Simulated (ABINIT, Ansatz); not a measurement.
# KRb2BiF6 (Fm-3m): bands and cutoff in G0W0 with ABINIT

Aim: raise bands and screening cutoff together for KRb2BiF6 (Fm-3m) and follow gap and time.

Program: ABINIT 10.8.3. Level of theory: LDA and many-body steps on it, plane waves. Results are calculated unless marked as measured.

## 1. Starting point

It takes space group Fm-3m (No. 225, cubic). The conventional cell has a = 9.369 Å, b = 9.369 Å, c = 9.369 Å, α = 90.00°, β = 90.00°, γ = 90.00°. Nearest to K lie 6 F at 2.48 Å. Nearest to Rb lie 12 F at 3.32 Å. Nearest to Bi lie 6 F at 2.20 Å. Nearest to F lie 1 Bi at 2.20 Å and 1 K at 2.48 Å and 4 Rb at 3.32 Å. Farther neighbours and most contacts between anions are not listed.

Coordinates:

```cif
data_structure
_symmetry_space_group_name_H-M 'Fm-3m'
_symmetry_Int_Tables_number 225
_cell_length_a 9.3690
_cell_length_b 9.3690
_cell_length_c 9.3690
_cell_angle_alpha 90.000
_cell_angle_beta 90.000
_cell_angle_gamma 90.000
_cell_volume 822.39
loop_
_atom_site_label
_atom_site_type_symbol
_atom_site_symmetry_multiplicity
_atom_site_Wyckoff_symbol
_atom_site_fract_x
_atom_site_fract_y
_atom_site_fract_z
_atom_site_occupancy
K1 K 4 b 0.50000 0.00000 0.00000 1
Rb1 Rb 8 c 0.25000 0.75000 0.75000 1
Bi1 Bi 4 a 0.00000 0.00000 0.00000 1
F1 F 24 e 0.23500 0.00000 0.00000 1
```

The cell and positions come from the Crystallography Open Database and are kept as given unless a step says otherwise. Spin-orbit coupling is left out unless a step names it.

## 2. Empty states on the mesh, 2×2×2 mesh, 562 bands

This step: ABINIT 10.8.3; DFT, LDA, plane waves, norm-conserving pseudopotentials.

The sums over transitions need many empty states on a uniform mesh; this step solves for them.

run.abi

```
acell 3*1.0 Angstrom
rprim 
  -0.000000000000 4.684500000000 4.684500000000
  4.684500000000 -0.000000000000 4.684500000000
  4.684500000000 4.684500000000 -0.000000000000
ntypat 4
znucl 19 37 83 9
natom 10
typat 1 2 2 3 4 4 4 4 4 4
xred 
  0.500000000000 0.500000000000 0.500000000000
  0.250000000000 0.250000000000 0.250000000000
  0.750000000000 0.750000000000 0.750000000000
  -0.000000000000 0.000000000000 -0.000000000000
  0.765000000000 0.235000000000 0.235000000000
  0.235000000000 0.765000000000 0.235000000000
  0.235000000000 0.765000000000 0.765000000000
  0.765000000000 0.235000000000 0.765000000000
  0.235000000000 0.235000000000 0.765000000000
  0.765000000000 0.765000000000 0.235000000000
pp_dirpath "pseudos"
pseudos "K.upf, Rb.upf, Bi.upf, F.upf"
ecut 36
ngkpt 2 2 2
nshiftk 1
shiftk 0 0 0
kptopt 1
chksymbreak 0
iscf -2
irdden 1
istwfk *1
nband 562
nbdbuf 50
tolwfr 1e-09
nstep 60
prtvol 0
indata_prefix "in"
outdata_prefix "out"
tmpdata_prefix "tmp"
```

Command:

```sh
$ OMP_NUM_THREADS=1 mpirun -n 8 abinit run.abi > log
```

Numbers of over 12 decimals in the logs are rounded to 6 here.

Output:

```text
.Version 10.8.3 of ABINIT. v10.8.2 released Aug 2026.

 Symmetries : space group Fm -3 m (#225); Bravais cF (face-center cubic)
[... echo of the input left out ...]
== DATASET  1 ==================================================================
-   mpi_nproc: 8, omp_nthreads: 1 (-1 if OMP is not activated)
-    --> not optimal distribution: autoparal keyword recommended in input file <--

--- !DatasetInfo
iteration_state: {dtset: 1, }
dimensions: {natom: 10, nkpt: 3, mband: 562, nsppol: 1, nspinor: 1, nspden: 1, mpw: 14344, }
cutoff_energies: {ecut:  36.0, pawecutdg:  -1.0, }
[...]
3.65447    3.65448    3.65448    3.67773    3.67777    3.68591    3.68593    3.68593
   3.68594    3.68596    3.72279    3.77095    3.77333    3.77579    3.78020    3.78626
   3.78909    3.79786
 prteigrs : prtvol=0 or 1, do not print more k-points.

== END DATASET(S) ==============================================================
================================================================================

 -outvars: echo values of variables after computation  --------
            nband         562
             nkpt           3
          spgroup         225
 [... the other variables as echoed above ...]

 Calculation completed.
```

Wall time 33 min (8 MPI ranks of Arm Neoverse N1, shared host); peak memory 1.4 GiB; 4.2 h of CPU time.

This step gave:

```
gap                                                           : 4.376 eV
k of the valence top                                          : 0.5, 0, 0
k of the conduction bottom                                    : 0, 0, 0
least direct gap                                              : 4.591 eV
k points computed                                             : 3
lowest point of the top converged band, above the valence top : 93.9266 eV
```

On this mesh the gap is 4.376 eV.

The density comes from a self-consistent run that is not shown.

## 3. Screening, 2×2×2 mesh, 104 bands, screening to 76.2 eV

The RPA dielectric matrix is built and inverted for each q.

This step: RPA screening on LDA, plane waves, norm-conserving pseudopotentials.

run.abi, as its differences from that of step 2:

```diff
@@ -28,10 +28,11 @@
 chksymbreak 0
-iscf -2
-irdden 1
 istwfk *1
-nband 562
-nbdbuf 50
-tolwfr 1e-09
-nstep 60
-prtvol 0
+occopt 1
+irdwfk 1
+optdriver 3
+nband 104
+ecuteps 2.8
+inclvkb 2
+awtr 1
+symchi 1
 indata_prefix "in"
```

Output:

```text
.Version 10.8.3 of ABINIT. v10.8.2 released Aug 2026.

 Symmetries : space group Fm -3 m (#225); Bravais cF (face-center cubic)
[... echo of the input left out ...]
== DATASET  1 ==================================================================
-   mpi_nproc: 8, omp_nthreads: 1 (-1 if OMP is not activated)

--- !DatasetInfo
iteration_state: {dtset: 1, }
dimensions: {natom: 10, nkpt: 3, mband: 104, nsppol: 1, nspinor: 1, nspden: 1, mpw: 14344, }
cutoff_energies: {ecut:  36.0, pawecutdg:  -1.0, }
electrons: {nelect:   9.20000000E+01, charge:   0.00000000E+00, occopt:   1.00000000E+00, tsmear:   1.00000000E-02, }

 SCREENING: Calculation of the susceptibility and dielectric matrices

 Based on a program developped by R.W. Godby, V. Olevano, G. Onida, and L. Reining.
 Incorporated in ABINIT by V. Olevano, G.-M. Rignanese, and M. Torrent.
.Using double precision arithmetic ; gwpc =  8

[... cell and pseudopotentials left out ...]
--------------------------------------------------------------------------------

 ==== K-mesh for the wavefunctions ====
 Number of points in the irreducible wedge :     3
[... list of points left out ...]
 Together with 48 symmetry operations and time-reversal symmetry
 yields     8 points in the full Brillouin Zone.

 ==== Q-mesh for the screening function ====
 Number of points in the irreducible wedge :     3
[... list of points left out ...]
 Together with 48 symmetry operations and time-reversal symmetry
 yields     8 points in the full Brillouin Zone.

 setmesh: FFT mesh size selected  =    45x   45x   45
          total number of points  =        91125

 vcoul_init : cutoff-mode = AUXILIARY_FUNCTION
 q-points for optical limit:   1
     1)      0.000010    0.000020    0.000030

- screening: taking advantage of time-reversal symmetry
- Maximum band index for partially occupied states nbvw = 46
- Remaining bands to be divided among processors   nbcw = 58
- Number of bands treated by each node ~7

 Number of electrons calculated from density =   92.0000; Expected =   92.0000
 average of density, n =  0.066309
 r_s =    1.5327
 omega_plasma =   24.8394 [eV]

 calculating chi0 at frequencies [eV] :
  1    0.000000E+00    0.000000E+00
  2    0.000000E+00    2.483941E+01

--------------------------------------------------------------------------------
  q-point number  1        q = ( 0.000000, 0.000000, 0.000000) [r.l.u.]
--------------------------------------------------------------------------------
[... chi0 elements left out ...]
 For q-point:  0.000010 0.000020 0.000030
  dielectric constant =   2.1638
  dielectric constant without local fields =   2.4870

  Average fulfillment of the sum rule on Im[epsilon] for q-point    1 :     27.46  [%]
[... wings left out ...]
  q-point number  2        q = ( 0.500000, 0.000000, 0.000000) [r.l.u.]
--------------------------------------------------------------------------------
[... chi0 elements left out ...]
  Average fulfillment of the sum rule on Im[epsilon] for q-point    2 :     32.92  [%]

 [... 1 further q-points ...]
```

Run time: 80 s. Hardware: 8 MPI ranks; peak memory 4.3 GiB.

Numbers from this step:

```
ε∞ with local fields, on this mesh, along the program's q direction : 2.164
the same without local fields                                       : 2.487
plasma frequency                                                    : 24.84 eV
plane waves in the screening matrix                                 : 331
```

Local fields lower ε∞ by 13 %. On a Γ-centred mesh this coarse the value itself is usually too large, while a short band sum pulls it down.

## 4. 104 bands, 76.2 eV

The self-energy is evaluated for the states that the input lists, and the levels follow from it, in one-shot runs by the linearised quasiparticle equation.

This step: G0W0 on LDA, plane waves, norm-conserving pseudopotentials.

run.abi, as its differences from that of step 3:

```diff
@@ -31,8 +31,17 @@
 irdwfk 1
-optdriver 3
+optdriver 4
 nband 104
+gwcalctyp 0
+ecutsigx 36
+symsigma 1
+nkptgw 2
+kptgw 
+  0.5000000000 0.0000000000 0.0000000000
+  0.0000000000 0.0000000000 0.0000000000
+bdgw 
+  45 49
+  43 50
 ecuteps 2.8
-inclvkb 2
-awtr 1
-symchi 1
+irdscr 1
+ppmodel 1
 indata_prefix "in"
```

Output:

```text
.Version 10.8.3 of ABINIT. v10.8.2 released Aug 2026.

 Symmetries : space group Fm -3 m (#225); Bravais cF (face-center cubic)
[... echo of the input left out ...]
== DATASET  1 ==================================================================
-   mpi_nproc: 8, omp_nthreads: 1 (-1 if OMP is not activated)

--- !DatasetInfo
iteration_state: {dtset: 1, }
dimensions: {natom: 10, nkpt: 3, mband: 104, nsppol: 1, nspinor: 1, nspden: 1, mpw: 14344, }
cutoff_energies: {ecut:  36.0, pawecutdg:  -1.0, }
electrons: {nelect:   9.20000000E+01, charge:   0.00000000E+00, occopt:   1.00000000E+00, tsmear:   1.00000000E-02, }

 SIGMA: Calculation of the GW corrections

 Based on a program developped by R.W. Godby, V. Olevano, G. Onida, and L. Reining.
 Incorporated in ABINIT by V. Olevano, G.-M. Rignanese, and M. Torrent.
.Using double precision arithmetic ; gwpc =  8

[... cell and pseudopotentials left out ...]
--------------------------------------------------------------------------------

 ==== K-mesh for the wavefunctions ====
 Number of points in the irreducible wedge :     3
[... list of points left out ...]
 Together with 48 symmetry operations and time-reversal symmetry
 yields     8 points in the full Brillouin Zone.

 ==== Q-mesh for screening function ====
 Number of points in the irreducible wedge :     3
[... list of points left out ...]
 Together with 48 symmetry operations and time-reversal symmetry
 yields     8 points in the full Brillouin Zone.

 vcoul_init : cutoff-mode = AUXILIARY_FUNCTION
 q-points for optical limit:   1
     1)      0.000010    0.000020    0.000030
 setmesh: FFT mesh size selected  =    72x   72x   72
          total number of points  =       373248

 Number of electrons calculated from density =   92.0000; Expected =   92.0000
 average of density, n =  0.066309
 r_s =    1.5327
 omega_plasma =   24.8394 [eV]

 === KS Band Gaps ===
  >>>> For spin  1
   Minimum direct gap =   4.5911 [eV], located at k-point      :   0.5000  0.0000  0.0000
   Fundamental gap    =   4.3761 [eV], Top of valence bands at :   0.5000  0.0000  0.0000
                                       Bottom of conduction at :   0.0000  0.0000  0.0000
 SIGMA fundamental parameters:
 PLASMON POLE MODEL  1
 number of plane-waves for SigmaX                14331
 number of plane-waves for SigmaC and W            331
 number of plane-waves for wavefunctions         14331
 number of bands                                   104
 number of independent spin polarizations            1
 number of spinorial components                      1
 number of k-points in IBZ                           3
 number of q-points in IBZ                           3
 number of symmetry operations                      48
 number of k-points in BZ                            8
 number of q-points in BZ                            8
 number of frequencies for dSigma/dE                 9
 frequency step for dSigma/dE [eV]                0.25
 number of omega for Sigma on real axis              0
 max omega for Sigma on real axis  [eV]           0.00
 zcut for avoiding poles [eV]                     0.10

 EPSILON^-1 parameters (SCR file):
 dimension of the eps^-1 matrix on file            331
 dimension of the eps^-1 matrix used               331
 number of plane-waves for wavefunctions         14331
 number of bands                                   104
 number of q-points in IBZ                           3
 number of frequencies                               2
 number of real frequencies                          1
 number of imag frequencies                          1

 matrix elements of self-energy operator (all in [eV])

 Perturbative Calculation

--- !SelfEnergy_ee
iteration_state: {dtset: 1, }
kpoint     : [   0.500,    0.000,    0.000, ]
spin       : 1
KS_gap     :    4.591
QP_gap     :    7.729
Delta_QP_KS:    3.138
data: !SigmaeeData |
     Band     E0 <VxcDFT>   SigX SigC(E0)      Z dSigC/dE  Sig(E)    E-E0       E
       45  -1.465 -21.669 -29.057   5.330   0.779  -0.284 -23.272  -1.603  -3.068
       46   0.959 -22.079 -26.483   3.466   0.818  -0.222 -22.847  -0.767   0.192
       47   5.550 -11.877  -7.411  -1.770   0.880  -0.137  -9.506   2.371   7.921
       48   6.455 -14.195  -9.455  -1.532   0.870  -0.149 -11.404   2.790   9.245
       49   6.455 -14.195  -9.455  -1.532   0.870  -0.149 -11.404   2.790   9.245

--- !SelfEnergy_ee
iteration_state: {dtset: 1, }
kpoint     : [   0.000,    0.000,    0.000, ]
spin       : 1
KS_gap     :    4.885
QP_gap     :    7.758
Delta_QP_KS:    2.874
data: !SigmaeeData |
     Band     E0 <VxcDFT>   SigX SigC(E0)      Z dSigC/dE  Sig(E)    E-E0       E
       43  -1.366 -21.904 -29.292   5.350   0.779  -0.284 -23.491  -1.587  -2.954
[...]
48   6.188 -13.061  -8.374  -1.623   0.876  -0.142 -10.378   2.683   8.871
       49   6.188 -13.061  -8.374  -1.623   0.876  -0.142 -10.378   2.683   8.871
       50   6.188 -13.061  -8.374  -1.623   0.876  -0.142 -10.378   2.683   8.871

== END DATASET(S) ==============================================================
================================================================================

 -outvars: echo values of variables after computation  --------
           etotal      0.0000000000E+00
            nband         104
             nkpt           3
          spgroup         225
 [... the other variables as echoed above ...]

 Calculation completed.
```

Run time: 25 s. Hardware: 8 MPI ranks; peak memory 3.9 GiB.

Numbers from this step:

| Property | Result |
| --- | --- |
| G0W0 gap on the points computed | 7.232 eV |
| starting gap on the mesh | 4.376 eV |
| k of the valence top | 0.5, 0, 0 |
| k of the conduction bottom | 0, 0, 0 |
| Z at the valence top | 0.818 |
| Z at the conduction bottom | 0.892 |
| least direct G0W0 gap on the computed points | 7.729 eV |

The gap on the mesh goes from 4.38 eV to 7.23 eV, a correction of +2.86 eV.

## 5. Screening, 2×2×2 mesh, 236 bands, screening to 141.5 eV

This step: RPA screening on LDA, plane waves, norm-conserving pseudopotentials.

run.abi, as its differences from that of step 4:

```diff
@@ -31,17 +31,8 @@
 irdwfk 1
-optdriver 4
-nband 104
-gwcalctyp 0
-ecutsigx 36
-symsigma 1
-nkptgw 2
-kptgw 
-  0.5000000000 0.0000000000 0.0000000000
-  0.0000000000 0.0000000000 0.0000000000
-bdgw 
-  45 49
-  43 50
-ecuteps 2.8
-irdscr 1
-ppmodel 1
+optdriver 3
+nband 236
+ecuteps 5.2
+inclvkb 2
+awtr 1
+symchi 1
 indata_prefix "in"
```

Output:

```text
.Version 10.8.3 of ABINIT. v10.8.2 released Aug 2026.

 Symmetries : space group Fm -3 m (#225); Bravais cF (face-center cubic)
[... echo of the input left out ...]
== DATASET  1 ==================================================================
-   mpi_nproc: 8, omp_nthreads: 1 (-1 if OMP is not activated)

--- !DatasetInfo
iteration_state: {dtset: 1, }
dimensions: {natom: 10, nkpt: 3, mband: 236, nsppol: 1, nspinor: 1, nspden: 1, mpw: 14344, }
cutoff_energies: {ecut:  36.0, pawecutdg:  -1.0, }
electrons: {nelect:   9.20000000E+01, charge:   0.00000000E+00, occopt:   1.00000000E+00, tsmear:   1.00000000E-02, }

 SCREENING: Calculation of the susceptibility and dielectric matrices

 Based on a program developped by R.W. Godby, V. Olevano, G. Onida, and L. Reining.
 Incorporated in ABINIT by V. Olevano, G.-M. Rignanese, and M. Torrent.
.Using double precision arithmetic ; gwpc =  8

[... cell and pseudopotentials left out ...]
--------------------------------------------------------------------------------

 ==== K-mesh for the wavefunctions ====
 Number of points in the irreducible wedge :     3
[... list of points left out ...]
 Together with 48 symmetry operations and time-reversal symmetry
 yields     8 points in the full Brillouin Zone.

 ==== Q-mesh for the screening function ====
 Number of points in the irreducible wedge :     3
[... list of points left out ...]
 Together with 48 symmetry operations and time-reversal symmetry
 yields     8 points in the full Brillouin Zone.

 setmesh: FFT mesh size selected  =    48x   48x   48
          total number of points  =       110592

 vcoul_init : cutoff-mode = AUXILIARY_FUNCTION
 q-points for optical limit:   1
     1)      0.000010    0.000020    0.000030

- screening: taking advantage of time-reversal symmetry
- Maximum band index for partially occupied states nbvw = 46
- Remaining bands to be divided among processors   nbcw = 190
- Number of bands treated by each node ~23

 Number of electrons calculated from density =   92.0000; Expected =   92.0000
 average of density, n =  0.066309
 r_s =    1.5327
 omega_plasma =   24.8394 [eV]

 calculating chi0 at frequencies [eV] :
  1    0.000000E+00    0.000000E+00
  2    0.000000E+00    2.483941E+01

--------------------------------------------------------------------------------
  q-point number  1        q = ( 0.000000, 0.000000, 0.000000) [r.l.u.]
--------------------------------------------------------------------------------
[... chi0 elements left out ...]
 For q-point:  0.000010 0.000020 0.000030
  dielectric constant =   2.2111
  dielectric constant without local fields =   2.5834

  Average fulfillment of the sum rule on Im[epsilon] for q-point    1 :     54.31  [%]
[... wings left out ...]
  q-point number  2        q = ( 0.500000, 0.000000, 0.000000) [r.l.u.]
--------------------------------------------------------------------------------
[... chi0 elements left out ...]
  Average fulfillment of the sum rule on Im[epsilon] for q-point    2 :     59.04  [%]

 [... 1 further q-points ...]
```

Wall time 5.4 min (8 MPI ranks); peak memory 5.6 GiB; 41 min of CPU time.

Numbers from this step:

```yaml
eps_infinity_with_local_fields_on_this_mesh_along_the_program_s_q_direction: 2.211
the_same_without_local_fields: 2.583
plasma_frequency: 24.84 eV
plane_waves_in_the_screening_matrix: 749
```

(Part 1 of 2 ends here.)

[Paths, hosts, dates, memory and timing lines, banners, echoed tables and standing remarks are left out of the program output.]

[Logs are printed without paths, hosts, clocks, repeated set-up lines and the standing remarks that a program may print on its own settings, such as how far it seeks lower states.]

[Runs of the session that timed out or met a known fault of the program may be left out.]

[Hosts, paths, dates, database ids (printed as entryN), source tags and the programs' standing remarks are cut or masked in the printed files.]

[G0W0 gaps are taken among the corrected bands and points alone; a level outside them can change the order at an edge.]

[Where Ansatz stands beside ABINIT at settings called matched, ABINIT's density can come from a denser mesh and the files from another edition; pairs whose starting gaps differed by over 0.03 eV were left out, so agreement reads better than it is.]
